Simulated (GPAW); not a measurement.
# STM contrast on Y2CO2 MXene monolayer, part 2 of 2

Aim: Tersoff-Hamann images of Y2CO2 MXene monolayer at several biases.

GPAW 26.7.0; GPAW, PAW setups; layer in a repeated cell with vacuum, relaxation of atoms and in-plane cell (the session's first sound run).

So far. Step 2 (Relaxation): The relaxation lowered the energy of the cell by 2.42 eV (energies extrapolated to zero smearing; the optimiser's log prints free energies). The largest force left on a free atom is 0.0049 eV/Å.

### 3. Plane waves, PBE

With the geometry fixed, the planar mean of the potential gives the vacuum level on each side.

This step: GPAW, PAW setups; slab in vacuum (GPAW 26.7.0).

The cell differs from the one that the last finished run ended in (c 21.263 → 21.129 Å).

File run.py:

```python
import json
import numpy as np
from ase import Atoms
from ase.dft.stm import STM
from gpaw import GPAW, PW

slab = Atoms(
    ['O', 'Y', 'C', 'Y', 'O'],
    positions=[
        [0.00000, 2.01450, 8.00000],
        [1.74460, 1.00724, 8.76036],
        [0.00000, -0.00000, 10.56462],
        [0.00000, 2.01450, 12.36889],
        [1.74460, 1.00724, 13.12923]],
    cell=[[3.4892, 0.0, 0.0], [-1.7446, 3.02174, 0.0], [0.0, 0.0, 21.1292]],
    pbc=[True, True, False])

slab.calc = GPAW(mode=PW(500), xc='PBE', kpts={'size': (9, 9, 1), 'gamma': True},
                 occupations={'name': 'fermi-dirac', 'width': 0.05}, nbands='160%',
                 convergence={'density': 1e-05}, maxiter=200,
                 poissonsolver={'dipolelayer': 'xy'},
                 symmetry={'tolerance': 1e-3}, txt='slab.txt')
result = {}
energy = slab.get_potential_energy()
fermi = slab.calc.get_fermi_level()
v = slab.calc.get_electrostatic_potential().mean((0, 1)) - fermi
n = slab.calc.get_pseudo_density().mean((0, 1))
L = slab.cell[2, 2]
z = np.arange(len(v)) * L / len(v)
low, high = slab.positions[:, 2].min(), slab.positions[:, 2].max()
below, above = np.interp([low - 5.8, high + 5.8], z, v)
slopes = [np.interp(x, z, np.gradient(v, z)) for x in (low - 5.8, high + 5.8)]
eps = np.array([[slab.calc.get_eigenvalues(k, s) for k in range(len(slab.calc.get_ibz_k_points()))]
                for s in range(slab.calc.get_number_of_spins())]) - fermi
top, bottom = eps[eps < 0].max(), eps[eps > 0].min()
dipole = slab.get_dipole_moment()[2]
print(f'energy {energy:.4f} eV, Fermi level {fermi:.4f} eV, dipole {dipole:.5f} e A')
print(f'potential 5.8 A off the faces, from the Fermi level: lower {below:.4f} eV, upper {above:.4f} eV')
print(f'slope of the potential there: lower {slopes[0]:.5f}, upper {slopes[1]:.5f} eV/A')
print(f'nearest levels on the mesh: {top:.4f} and {bottom:.4f} eV')
print('magnetic moment', round(slab.get_magnetic_moment(), 3))
result.update(energy=energy, fermi=fermi, dipole=dipole, below=below, above=above, slopes=slopes, edges=[top, bottom],
              z=z.tolist(), v=v.tolist(), n=n.tolist(), positions=slab.positions.tolist(),
              forces=slab.get_forces(apply_constraint=False).tolist(), moments=slab.get_magnetic_moments().tolist())

# Images need the states of the whole zone, up to time reversal
slab.calc = slab.calc.fixed_density(symmetry={'point_group': False}, txt='states.txt', nbands='250%',
                                    convergence={'bands': 'CBM+1.8'})
stm = STM(slab)
result['stm'] = []
for bias in [-2.0, -1.0, 1.5]:
    height = high + 3.5
    current = stm.get_averaged_current(bias, height)
    x, y, h = stm.scan(bias, current)
    i, f = divmod(height / L * stm.ldos.shape[2], 1)
    I = abs((1 - f) * stm.ldos[:, :, int(i)] + f * stm.ldos[:, :, int(i) + 1])
    print(f'bias {bias} V: mean current at 3.5 A {current:.4e}, corrugation {np.ptp(h):.4f} A')
    result['stm'].append(dict(bias=bias, current=current, h=(h - high).tolist(), I=I.tolist()))
json.dump(result, open('result.json', 'w'))
```

Launch:

```sh
$ OMP_NUM_THREADS=1 OPENBLAS_NUM_THREADS=1 python run.py
```

Log:

```text
energy -36.8184 eV, Fermi level -1.7566 eV, dipole 0.00064 e A
potential 5.8 A off the faces, from the Fermi level: lower 5.8171 eV, upper 5.8064 eV
slope of the potential there: lower -0.00028, upper 0.00028 eV/A
nearest levels on the mesh: -0.0355 and 0.0066 eV
magnetic moment 0.0
bias -2.0 V: mean current at 3.5 A 3.6219e-06, corrugation 0.4564 A
bias -1.0 V: mean current at 3.5 A 1.9067e-06, corrugation 0.2576 A
bias 1.5 V: mean current at 3.5 A 6.5251e-07, corrugation 0.2965 A
```

Run time: 78 s. Hardware: 1 thread of Intel Xeon 6975P-C (Granite Rapids), shared host; peak memory 0.53 GiB.

This step gave:

```yaml
dipole_along_the_normal: 6.36e-4 e·Å
levels_nearest_the_fermi_level_on_the_mesh: -0.03550, 0.006557 eV from the Fermi level
upper_work_function: 5.806 eV
lower_work_function: 5.817 eV
corrugation_minus_2: 0.4564 Å
corrugation_minus_1: 0.2576 Å
corrugation_1p5: 0.2965 Å
```

The electrostatic potential energy of an electron (without an applied field's), less the Fermi level, planar mean by z:

```
z (Å)  electrostatic potential energy of an electron (without an applied field's), less the Fermi level, planar mean (eV)
  0.0                                                                                                                5.81
  0.5                                                                                                                5.82
  1.0                                                                                                                5.82
  1.5                                                                                                                5.82
  2.0                                                                                                                5.82
  2.5                                                                                                                5.82
  3.0                                                                                                                5.82
  3.5                                                                                                                5.82
  4.0                                                                                                                5.82
  4.5                                                                                                                5.82
  5.0                                                                                                                5.81
  5.5                                                                                                                5.81
  6.0                                                                                                                5.78
  6.5                                                                                                                5.64
  7.0                                                                                                                4.95
  7.5                                                                                                                1.23
  8.0                                                                                                               -11.3
  8.5                                                                                                               -15.5
  9.0                                                                                                               -14.5
  9.5                                                                                                               -3.26
 10.0                                                                                                               0.128
 10.5                                                                                                               -5.87
 11.0                                                                                                              -0.736
 11.5                                                                                                               -1.45
 12.0                                                                                                               -11.5
 12.5                                                                                                               -17.0
 13.0                                                                                                               -12.6
 13.5                                                                                                               -1.23
 14.0                                                                                                                4.48
 14.5                                                                                                                5.54
 15.0                                                                                                                5.75
 15.5                                                                                                                5.79
 16.0                                                                                                                5.80
 16.5                                                                                                                5.80
 17.0                                                                                                                5.81
 17.5                                                                                                                5.81
 18.0                                                                                                                5.81
 18.5                                                                                                                5.81
 19.0                                                                                                                5.81
 19.5                                                                                                                5.81
 20.0                                                                                                                5.81
 20.5                                                                                                                5.81
 21.0                                                                                                                5.81
```

Pseudo valence density, planar mean against z:

```
z (Å)  pseudo valence density, planar mean (e/Å³)
  5.0                                      9.5e-5
  5.5                                      4.3e-4
  6.0                                     0.00203
  6.5                                      0.0101
  7.0                                      0.0526
  7.5                                       0.305
  8.0                                       0.840
  8.5                                       0.928
  9.0                                       0.731
  9.5                                       0.273
 10.0                                       0.248
 10.5                                       0.321
 11.0                                       0.284
 11.5                                       0.225
 12.0                                       0.580
 12.5                                       0.956
 13.0                                       0.895
 13.5                                       0.448
 14.0                                      0.0834
 14.5                                      0.0151
 15.0                                     0.00308
 15.5                                      6.3e-4
 16.0                                      1.4e-4
 16.5                                      3.0e-5
```

Tip height over the top atom over a1 and a2. Sample bias -2 V, constant current at the mean current 3.5 Å over the top atom.

Ten even steps from '_' (3.27 Å) to '@' (3.72 Å):
```
__..::::==++++++****++++++==::::..__
..::::----====++**++====----::::....
::::--------==++++==--------::::::::
====--------======--------====------
++++==----------------==++++++++++++
++++======--::--======++++**********
**++++++==----==++++++******####****
******++==--==++********##########**
##**++==----==++**######%%%%%%%%####
**++==------==++**##%%%%@@@@@@%%%%##
**++==----==++****##%%@@@@@@@@%%##**
++++------++++**##%%@@@@@@@@@@%%##**
++==----==++****##%%@@@@@@@@%%##****
==::::::==++**####%%@@@@@@%%####**++
::::::::--++**####%%%%%%%%####**++--
......::--++****####%%####****++--::
____..::--++******####******++--::..
____..::==++++****##****++++==::..__
```
Columns: a1 from 0 to 0.944; rows upwards: a2 from 0 to 0.944.

Local density of states summed over the bias window over a1 and a2. Sample bias -2 V, constant height 3.5 Å over the top atom.

Ten even steps from '0' (1.81 × 1e-6 arbitrary) to '9' (4.91 × 1e-6 arbitrary):
```
000246668866542000
101234578754321011
222223566532222222
443223444322344444
764332222334576666
765542124556777777
767642246767778877
888642468887788877
987533578988899888
865323568889999988
764224677899999987
753235777899899877
742247778999999877
421246788999998876
200246788899888764
101246777888777642
001246777887776421
001247778987774210
```
Columns: a1 from 0 to 0.944; rows upwards: a2 from 0 to 0.944.

Tip height over the top atom over a1 and a2. Sample bias -1 V, constant current at the mean current 3.5 Å over the top atom.

Ten even steps from '0' (3.40 Å) to '9' (3.66 Å):
```
001234445544432100
011123355533211100
221122344322112222
332222222222233444
443221111223444444
543321112334554445
545421124545555555
555421245555655565
555322355556666665
543222345566666665
543223455667887665
542124556668986665
431134555668866555
321234455667665544
211244455666655444
000244456666654442
000244555555554420
000234555555543200
```
Columns: a1 from 0 to 0.944; rows upwards: a2 from 0 to 0.944.

Local density of states summed over the bias window over a1 and a2. Sample bias -1 V, constant height 3.5 Å over the top atom.

Ten even steps from '_' (1.43 × 1e-6 arbitrary) to '@' (2.24 × 1e-6 arbitrary):
```
____..::==****##%%%%##****==::..____
__......--==++##@@##++==--......__..
--::....::==++****++==::....::------
++==--::--------------::--==++++**++
##**====--::....::--====**##**####**
##**++++--......--++++**############
######**--....--**######%%%%####%%%%
##%%@@**--::--**@@%%####%%%%##%%%%##
%%%%##++----++##%%%%##%%%%%%%%%%%%##
####++==--==++########%%%%%%%%%%####
##**==::::==**####%%%%%%@@@@%%%%%%##
##**--..--**##%%%%%%%%@@@@@@%%%%%%%%
##==....==####%%%%%%%%@@@@%%%%%%%%##
++::..::++**######%%%%%%%%%%######**
--....--++######%%%%%%%%%%%%######++
______--**####%%%%%%##%%%%%%####**--
____..--++**##%%########%%##**++--..
..____--++########%%########++--____
```
Columns: a1 from 0 to 0.944; rows upwards: a2 from 0 to 0.944.

Tip height over the top atom over a1 and a2. Sample bias 1.5 V, constant current at the mean current 3.5 Å over the top atom.

Values in Å, 12 rows by 16 columns, each cell a mean:
```
3.40 3.42 3.43 3.45 3.47 3.51 3.53 3.53 3.53 3.52 3.50 3.47 3.44 3.43 3.42 3.40
3.44 3.43 3.45 3.45 3.45 3.49 3.51 3.52 3.50 3.47 3.46 3.45 3.44 3.44 3.45 3.45
3.49 3.47 3.46 3.45 3.46 3.46 3.45 3.47 3.46 3.45 3.46 3.47 3.48 3.49 3.50 3.50
3.53 3.51 3.49 3.48 3.45 3.42 3.42 3.46 3.49 3.49 3.51 3.53 3.53 3.53 3.53 3.53
3.55 3.53 3.52 3.49 3.45 3.44 3.47 3.51 3.53 3.55 3.54 3.53 3.56 3.57 3.54 3.53
3.55 3.53 3.52 3.49 3.46 3.48 3.51 3.53 3.55 3.57 3.55 3.55 3.58 3.56 3.55 3.57
3.55 3.53 3.48 3.45 3.45 3.49 3.54 3.55 3.58 3.60 3.59 3.60 3.59 3.59 3.59 3.58
3.54 3.49 3.46 3.46 3.47 3.52 3.53 3.52 3.56 3.59 3.63 3.64 3.60 3.57 3.54 3.53
3.50 3.45 3.44 3.45 3.49 3.53 3.54 3.57 3.58 3.59 3.61 3.60 3.58 3.57 3.54 3.53
3.45 3.43 3.43 3.46 3.50 3.53 3.56 3.57 3.56 3.58 3.58 3.56 3.57 3.56 3.53 3.50
3.42 3.41 3.44 3.47 3.50 3.53 3.53 3.52 3.58 3.59 3.54 3.53 3.53 3.51 3.48 3.46
3.37 3.40 3.44 3.46 3.50 3.53 3.54 3.55 3.56 3.56 3.54 3.53 3.50 3.47 3.45 3.41
```
Columns: a1 from 0 to 0.944; rows upwards: a2 from 0 to 0.944.

Local density of states summed over the bias window over a1 and a2. Sample bias 1.5 V, constant height 3.5 Å over the top atom.

Values in units of 1e-7 arbitrary, 12 rows by 16 columns, each cell a mean:
```
4.9 5.1 5.2 5.6 6.1 6.6 7.1 7.0 7.0 6.9 6.5 6.0 5.4 5.1 5.2 4.9
5.5 5.2 5.4 5.7 5.8 6.3 6.8 6.8 6.6 6.0 5.8 5.7 5.3 5.4 5.7 5.7
6.3 6.0 5.8 5.7 5.8 5.9 5.8 6.0 5.9 5.6 5.8 6.1 6.3 6.4 6.4 6.5
7.0 6.7 6.3 6.2 5.7 4.8 5.0 6.0 6.3 6.4 6.7 7.0 7.1 7.1 7.1 7.1
7.3 7.1 6.9 6.5 5.7 5.4 6.1 6.8 7.0 7.3 7.1 7.0 7.5 7.6 7.0 7.0
7.2 7.0 6.8 6.4 6.0 6.2 6.8 6.9 7.2 7.4 7.1 7.1 7.6 7.3 7.0 7.3
7.3 7.0 6.2 5.6 5.7 6.4 7.1 7.3 7.4 7.5 7.3 7.5 7.4 7.3 7.4 7.4
7.1 6.4 5.8 5.8 6.1 6.8 7.1 6.8 7.1 7.3 7.6 7.7 7.4 7.2 6.9 7.0
6.5 5.6 5.3 5.7 6.4 7.1 7.2 7.5 7.5 7.4 7.5 7.5 7.6 7.5 7.2 7.1
5.7 5.1 5.2 5.8 6.6 7.1 7.6 7.5 7.2 7.3 7.2 7.2 7.6 7.5 7.1 6.5
5.1 5.0 5.6 6.1 6.6 7.1 7.0 6.8 7.3 7.5 7.0 6.9 7.1 6.8 6.3 5.8
4.2 4.7 5.5 5.9 6.5 7.0 7.2 7.3 7.3 7.4 7.2 7.0 6.6 6.0 5.6 4.9
```
Columns: a1 from 0 to 0.944; rows upwards: a2 from 0 to 0.944.

The potential is flat to 2.8e-4 eV/Å where it is read, so the vacuum is wide enough.

### 4. A changed run

One more run, with changed settings.

Edit run.py of step 3 so:

```diff
@@ -3,4 +3,3 @@
 from ase import Atoms
-from ase.dft.stm import STM
-from gpaw import GPAW, PW
+from gpaw import GPAW
 
@@ -17,5 +16,5 @@
 
-slab.calc = GPAW(mode=PW(500), xc='PBE', kpts={'size': (9, 9, 1), 'gamma': True},
+slab.calc = GPAW(mode='fd', h=0.4, xc='PBE', kpts={'size': (9, 9, 1), 'gamma': True},
                  occupations={'name': 'fermi-dirac', 'width': 0.05}, nbands='160%',
-                 convergence={'density': 1e-05}, maxiter=200,
+                 convergence={'density': 1e-05}, maxiter=100,
                  poissonsolver={'dipolelayer': 'xy'},
@@ -44,16 +43,2 @@
               forces=slab.get_forces(apply_constraint=False).tolist(), moments=slab.get_magnetic_moments().tolist())
-
-# Images need the states of the whole zone, up to time reversal
-slab.calc = slab.calc.fixed_density(symmetry={'point_group': False}, txt='states.txt', nbands='250%',
-                                    convergence={'bands': 'CBM+1.8'})
-stm = STM(slab)
-result['stm'] = []
-for bias in [-2.0, -1.0, 1.5]:
-    height = high + 3.5
-    current = stm.get_averaged_current(bias, height)
-    x, y, h = stm.scan(bias, current)
-    i, f = divmod(height / L * stm.ldos.shape[2], 1)
-    I = abs((1 - f) * stm.ldos[:, :, int(i)] + f * stm.ldos[:, :, int(i) + 1])
-    print(f'bias {bias} V: mean current at 3.5 A {current:.4e}, corrugation {np.ptp(h):.4f} A')
-    result['stm'].append(dict(bias=bias, current=current, h=(h - high).tolist(), I=I.tolist()))
 json.dump(result, open('result.json', 'w'))
```

Log:

```text
LinAlgError: The leading minor of order 32 of B is not positive definite. The factorization of B could not be completed and no eigenvalues or eigenvectors were computed.
```

Elapsed: 1.7 s, on 1 thread; peak memory 0.16 GiB.

The run ended with an error.

The program's message: “LinAlgError: The leading minor of order 32 of B is not positive definite. The factorization of B could not be completed and no eigenvalues or eigenvectors were computed.”

The change that led to it: mode = "fd" and h = 0.4.

### 5. Outcome

| Property | Result |
| --- | --- |
| work function, upper and lower face | 5.806 and 5.817 eV |
| dipole along the normal | 6.4e-4 e Å |
| corrugation at -2 V | 0.456 Å as printed, 0.38 Å or less without short-wave noise |
| corrugation at -1 V | 0.258 Å as printed, 0.17 Å or less without short-wave noise |
| corrugation at 1.5 V | 0.296 Å as printed, 0.18 Å or less without short-wave noise |

What this shows: At -2 V, -1 V and 1.5 V GPAW's map carries short-wave noise, which can't be real at this height: without waves under 1.5 Å it spans 0.38 Å against 0.46 Å printed, 0.17 Å against 0.26 Å printed and 0.18 Å against 0.30 Å printed. The reading below uses the filtered value, which may still be too high. The corrugation at constant current is largest at -2 V, where the tip height varies by 0.38 Å over the cell. Negative sample bias images filled states, positive bias empty ones. The images are of Tersoff-Hamann type: an s-wave tip, no tip-sample forces, heights closer than in a microscope. The small printed dipole stands for a step of -11 meV from the lower to the upper face, and the probes find -11 meV; values this small are near the numerical noise of both. The layer's cell and atoms come from the relaxation; spin-orbit coupling and temperature are left out.

[Logs are printed without paths, hosts, clocks, repeated set-up lines and the standing remarks that a program may print on its own settings, such as how far it seeks lower states.]

[Hosts, paths, dates, database ids (printed as entryN), source tags and the programs' standing remarks are cut or masked in the printed files.]
